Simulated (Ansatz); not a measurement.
# Rh wire along [110], 17 atoms a period: bands along the axis, part 2 of 2

Wanted: the relaxed geometry and the bands of the Rh wire along [110], 17 atoms a period.

Ansatz 0.2.0; DFT PBE, plane waves, PAW; relaxation of a wire's period; PAW set soft_1 (the session's first sound run).

So far: The starting structure; The relaxed wire.

### 2. The relaxed wire (continued)

The steps of the relaxation:

```tsv
step	energy less that of the first step (eV)	largest force component (eV/Å)	pressure (GPa)	volume (Å³)
1	0.0000	1.0821	-4.86	584.48
2	-0.2746	0.9412	4.63	560.96
3	-0.6607	0.1579	-0.62	571.25
4	-0.6715	0.0118	-0.04	569.54
5*	-0.6670	0.0122	-0.03	569.54
```

Relaxation steps marked * repeat the geometry before them on a plane-wave basis chosen anew for their cell, so energy and pressure can jump there.

The run keeps the 8 symmetry operations that it works with, so distortions that break them were not tested.

```tsv
cell as run	before	after	change
c (Å)	2.708	2.639	-2.6 %
```

The atoms that moved most (Å, along periodic axes as changes of fractional coordinates times the final cell, across vacuum about the mean position):

```tsv
atom	dx	dy	dz	length
Rh14	0.026	-0.126	0.000	0.128
Rh10	-0.026	-0.126	0.000	0.128
Rh11	0.026	0.126	0.000	0.128
Rh7	-0.026	0.126	0.000	0.128
Rh17	-0.024	-0.070	0.000	0.074
Rh15	0.024	-0.070	0.000	0.074
Rh5	-0.024	0.070	0.000	0.074
Rh1	0.024	0.070	0.000	0.074
```

The relaxed structure:

```cif
data_structure
_symmetry_space_group_name_H-M 'P 1'
_symmetry_Int_Tables_number 1
_cell_length_a 14.4600
_cell_length_b 14.9250
_cell_length_c 2.6390
_cell_angle_alpha 90.000
_cell_angle_beta 90.000
_cell_angle_gamma 90.000
_cell_volume 569.54
loop_
_atom_site_label
_atom_site_type_symbol
_atom_site_fract_x
_atom_site_fract_y
_atom_site_fract_z
_atom_site_occupancy
Rh1 Rh 0.23682 0.32324 0.00000 1
Rh2 Rh 0.23703 0.49999 0.00000 1
Rh3 Rh 0.50000 0.31762 0.00000 1
Rh4 Rh 0.50000 0.49999 0.00000 1
Rh5 Rh 0.76318 0.32324 0.00000 1
Rh6 Rh 0.76297 0.49999 0.00000 1
Rh7 Rh 0.36576 0.23622 0.50000 1
Rh8 Rh 0.36791 0.41054 0.50000 1
Rh9 Rh 0.36791 0.58944 0.50000 1
Rh10 Rh 0.36576 0.76376 0.50000 1
Rh11 Rh 0.63424 0.23622 0.50000 1
Rh12 Rh 0.63209 0.41054 0.50000 1
Rh13 Rh 0.63209 0.58944 0.50000 1
Rh14 Rh 0.63424 0.76376 0.50000 1
Rh15 Rh 0.23682 0.67674 0.00000 1
Rh16 Rh 0.50000 0.68235 0.00000 1
Rh17 Rh 0.76318 0.67674 0.00000 1
```

Numbers from this step:

| Property | Result |
| --- | --- |
| energy at zero smearing | -108835.7171 eV |
| cell length along the wire | 2.639 Å |

The cell's length comes to 2.639 Å with spin left out.

### 3. The perfect wire

This step: DFT PBE, plane waves, PAW; bands of a perfect wire; PAW set soft_1 (Ansatz 0.2.0).

At the relaxed period the bands are computed along the axis; those that cross an energy going forward count the channels that a perfect wire would open there.

File input.yaml:

```yaml
crystal:
  lattice:
    - [14.46, 0.0, 0.0]
    - [0.0, 14.925, 0.0]
    - [0.0, 0.0, 2.6390011058]
  atoms:
    - { symbol: Rh, position: [0.236817176, 0.323235583, 0.0] }
    - { symbol: Rh, position: [0.237031097, 0.499988506, 0.0] }
    - { symbol: Rh, position: [0.5, 0.31762423, 0.0] }
    - { symbol: Rh, position: [0.5, 0.499988506, 0.0] }
    - { symbol: Rh, position: [0.763182824, 0.323235583, 0.0] }
    - { symbol: Rh, position: [0.762968903, 0.499988506, 0.0] }
    - { symbol: Rh, position: [0.365756709, 0.236215265, 0.5] }
    - { symbol: Rh, position: [0.367906507, 0.410540179, 0.5] }
    - { symbol: Rh, position: [0.367906507, 0.589436834, 0.5] }
    - { symbol: Rh, position: [0.365756709, 0.763761748, 0.5] }
    - { symbol: Rh, position: [0.634243291, 0.236215265, 0.5] }
    - { symbol: Rh, position: [0.632093493, 0.410540179, 0.5] }
    - { symbol: Rh, position: [0.632093493, 0.589436834, 0.5] }
    - { symbol: Rh, position: [0.634243291, 0.763761748, 0.5] }
    - { symbol: Rh, position: [0.236817176, 0.67674143, 0.0] }
    - { symbol: Rh, position: [0.5, 0.682352783, 0.0] }
    - { symbol: Rh, position: [0.763182824, 0.67674143, 0.0] }
kpoints:
  mp_grid: { grid: [1, 1, 31] }
  band_path: { path: ["Γ", Z], npoints: 90 }
scf:
  occupations: { method: fermi_dirac, width: 0.05 }
hamiltonian:
  xc: pbe
  pseudopotentials: { kind: paw, azcp: { folder: soft_1 } }
output:
  dos: { e_range: [-5, 4] }
  write_potential: true
  write_density: true
  volumetric_format: npy
```

Command:

```sh
$ ansatz run input.yaml --threads 4 --pin off --max-ram 16384MiB --backend cpu --events-out ev --progress --plain --runs-dir out
```

Numbers of over 12 decimals in the logs are rounded to 6 here.

Log:

```text
[...]
Crystal: 17 atoms, lattice volume = 569.537 Å³
Basis set: ecut = 420 eV, 11205 PW (Γ)
Bands: 174, of which v1, the nominal top of the filled ones, is band 145 counted from 1 (144 counted from 0)
Symmetry: 8 space group operations
[...]
k-points: 16 of 31
[...]
SCF iter   1: F=—  HF=-108843.187117 eV  |F-HF|=—  |Δ(HF+E_count)|=         —  Δρ=5.94e-2  dr2=3.14e1  ethr=3.10e-3  ⟨swp⟩=7.4  Hψ=10468  notcnv=0  defer=56
[...]
SCF iter  11: F=-108835.840916 eV  HF=-108835.840916 eV  |F-HF|=2.52e-8  |Δ(HF+E_count)|=   1.04e-7  Δρ=2.76e-6  dr2=7.40e-8  ethr=3.46e-11  ⟨swp⟩=12.6  Hψ=8850  notcnv=0
SCF 1 converged in 11 iterations: F = -108835.840916 eV  dr2 = 7.40e-8
[...]
NSCF: frozen V_eff on 91 k-points
WARN: The output density's exchange-correlation potential varies sharply where the density is thin. Do not read a vacuum level from v_tot or v_xc, or from such a field of the output density. On a cell that repeats whose density bears no net charge and no dipole along the vacuum's axis use v_es (v_loc + v_h of the components); under efield.dipole_correction with no amplitude use v_es + v_field, which holds any externa [...]
SCF converged after 11 iterations
Free energy (F): -108835.840916 eV
[...]
Internal energy: -108835.577276 eV  (E = F + TS)
E sigma→0 (E₀):  -108835.709096 eV
Entropy (-TS):   -0.263641 eV (-15.508 meV/atom)
Fermi energy:    6.376314 eV
[...]
--- Band table (eV; the first three rows and the last of 16) ---
  k-point 0: bands = [... 141 lower, 6.1577, 6.1695, 6.2161, 6.2830, 6.3365, 6.3948, 6.4626, 6.5302, ... 25 higher]
  k-point 1: bands = [... 141 lower, 6.1282, 6.1800, 6.2057, 6.2076, 6.3972, 6.4040, 6.4529, 6.5110, ... 25 higher]
  k-point 2: bands = [... 141 lower, 6.0743, 6.1420, 6.1778, 6.2185, 6.3018, 6.3800, 6.4012, 6.4956, ... 25 higher]
  k-point 15: bands = [... 141 lower, 6.6682, 6.7855, 6.8642, 6.9600, 6.9966, 7.0434, 7.0556, 7.1199, ... 25 higher]
```

Run time: 3.2 min. Hardware: 4 threads of Arm Neoverse V1, shared host; peak memory 4.6 GiB.

This step gave:

```
energy at zero smearing : -108835.7091 eV
band gap                : 0 eV
```

Electronic bands along the path, in eV, zero at the Fermi level; # counts the bands kept:

```tsv
point	#51	#52	#53	#54	#55	#56	#57	#58
Γ	-0.21	-0.16	-0.09	-0.04	0.02	0.09	0.15	0.24
halfway	-0.39	-0.35	-0.33	-0.15	-0.14	0.05	0.09	0.21
Z	0.43	0.49	0.59	0.62	0.67	0.69	0.75	0.95
```

Between Γ and Z the bands cross the Fermi level 19 times, so a perfect wire would conduct at least 19 G₀, with spin left out.

### 4. Summary of results

```json
{
  "cell length, PBE": "2.639 Å",
  "ballistic conductance by band crossings, a lower bound, PBE": "19 G₀"
}
```

In words: Under PBE the cell's length is 2.64 Å, and the bands cross the Fermi level 19 times between Γ and Z, which gives a perfect wire at least 19 G₀ (opposite crossings within one step of the path cancel in such a count). No spin was allowed, though thin wires with open d shells can turn magnetic.

[Logs are printed without paths, hosts, clocks, repeated set-up lines and the standing remarks that a program may print on its own settings, such as how far it seeks lower states.]

[Hosts, paths, dates, database ids (printed as entryN), source tags and the programs' standing remarks are cut or masked in the printed files.]
